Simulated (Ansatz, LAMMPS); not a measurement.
# Amorphous 25HfO2-75SiO2 (mol %) (84 atoms): relaxation and levels of theory

Which bonds does the relaxation leave, and how do the Kohn-Sham gap, forces and pressure change with k-mesh and functional?

Calculated with Ansatz 0.2.0: Kohn-Sham DFT, PBE, PAW (set soft_2), plane waves; cutoff 420 eV, Γ point, fermi-dirac smearing of 0.025 eV.

**The cell**

Density at the start: 3.66 g/cm³. The cell holds 84 atoms: 7 Hf, 21 Si and 56 O. Cell: a = 10.744 Å, b = 10.744 Å, c = 10.744 Å, α = 90.0°, β = 90.0°, γ = 90.0°. 84 atoms (7 Zr, 21 Si, 56 O) placed at random at 2.84 g/cm³, melted at 5000 K for 10 ps at fixed volume with the Morse and Coulomb pair potential with partial charges (Pedone, Malavasi, Menziani, Cormack and Segre, J. Phys. Chem. B 110, 11780 (2006)). Quenched from 5000 K to 300 K at 50 K/ps and fixed volume, held 5 ps, then minimised at fixed cell. Then Zr was replaced by Hf (the potential has no terms for the new elements, so the cell is a start for a DFT relaxation).

Cell and atoms were relaxed with PBE. The walk converged after 16 steps by the program's count, with a largest force component of 0.0174 eV/Å; it began at an r.m.s. force component of 0.92 eV/Å. The edges went from 10.744, 10.744, 10.744 to 10.352, 10.606, 11.014 Å, and the volume from 14.764 to 14.356 Å³ an atom (-2.8 %).

The input of the reference single point:

```yaml
crystal:
  lattice:
    - [10.35072, 0.17457, -0.06497]
    - [0.17457, 10.59854, 0.36348]
    - [-0.06497, 0.36348, 11.0082]
  atoms:
    - { symbol: Hf, position: [0.04107, 0.90694, 0.68807] }
    - { symbol: Hf, position: [0.51088, 0.51925, 0.60932] }
    - { symbol: Hf, position: [0.65329, 0.90499, 0.00166] }
    - { symbol: Hf, position: [0.43851, 0.80001, 0.73921] }
    [... 78 atom lines left out ...]
    - { symbol: O, position: [0.86992, 0.65156, 0.46381] }
    - { symbol: O, position: [0.27498, 0.89328, 0.77016] }
kpoints:
  mp_grid: { grid: [1, 1, 1] }
hamiltonian:
  xc: pbe
scf:
  occupations: { method: fermi_dirac, width: 0.025 }
output:
  forces: true
  stress: true
  populations: true
  dos:
    method: { smearing: { sigma: 0.08 } }
    de: 0.05
    projected: { site_lists: { Hf: [Hf], O: [O], Si: [Si] } }
  eigenvalues: true
  write_density: true
  write_potential: true
  volumetric_format: npy
```

**Bonds after relaxation**

Bonds by pair of elements; cutoffs follow the first minimum of g(r), held within bounds set by covalent radii, and pairs that aren't listed don't count as bonded:

```csv
pair A-B,cutoff (Å),bonds,mean length (Å),spread (Å),shortest (Å),B about A,A about B
O-Si,2.08,84,1.64,0.027,1.60,1.5,4
O-Hf,2.93,38,2.11,0.186,1.91,0.679,5.43
```

How many atoms have how many bonded neighbours:

```csv
element,mean,2,3,4,5,6,7
Hf,5.43,0,0,0,5,1,1
O,2.18,46,10,0,0,0,0
Si,4,0,0,21,0,0,0
```

**Levels of theory**

Single points at the relaxed geometry:

```
functional  k-mesh  Kohn-Sham gap (eV)  pressure (GPa)  r.m.s. force component (eV/Å)  SCF cycles     time
       PBE   1×1×1               4.361           -0.01                          0.005          10     19 s
       PBE   2×2×2               4.340            0.00                          0.007          10  2.8 min
     HSE06   1×1×1               6.040           -4.64                          0.184          23  5.5 min
    r2SCAN   1×1×1               4.868           -4.66                          0.146          10     43 s
    PBEsol   1×1×1               4.285           -3.14                          0.078          12     20 s
```

The gap is that between the highest filled and lowest empty Kohn-Sham level on the run's k-points. Cutoffs: 420 eV for PBE, HSE06 and PBEsol; 500 eV for r2SCAN. Times come from shared hosts and are rough.

**Findings**

By these cutoffs 71 % of Hf atoms have 5, 82 % of O atoms have 2 and 100 % of Si atoms have 4 neighbours. The Kohn-Sham gap is 4.36 eV with PBE on the 1×1×1 mesh and 4.34 eV on 2×2×2. On the 1×1×1 mesh HSE06 changes the gap by +1.68 eV against PBE. Carrying that shift over to the 2×2×2 mesh gives 4.34 + 1.68 = 6.02 eV, an estimate that takes the shift to be alike at all k-points. On the reference's mesh the gap changes with r2SCAN by +0.51 eV and PBEsol by -0.08 eV. Against the reference the pressure changes with HSE06 by -4.6 GPa, r2SCAN by -4.7 GPa and PBEsol by -3.1 GPa; a negative change means a smaller volume than PBE would take. The denser mesh moves the energy by -0.5 meV/atom and the pressure by +0.01 GPa.

Limits: All single points share the geometry relaxed with PBE. The volume changed by -2.8 % on relaxing; in so small a cell, on this mesh and at this cutoff, the relaxed density is rough. One sample; tail or defect levels can set the gap of a disordered cell. The quench rate of 50 K/ps is many orders above laboratory rates, so the cell is likely richer in defects and strain than a real sample. The network of bonds at the start is that of the classical potential that made the cell, and needn't be the one that DFT or experiment would give. Spin–orbit coupling is left out, which matters for the levels of the heavy elements. In some runs the program notes that it cut back its work space to fit the memory limit, the exchange threshold is loose for the stress and the SCF threshold is loose for the stress.

[Logs are printed without paths, hosts, clocks, repeated set-up lines and the standing remarks that a program may print on its own settings, such as how far it seeks lower states.]

[Hosts, paths, dates, database ids (printed as entryN), source tags and the programs' standing remarks are cut or masked in the printed files.]
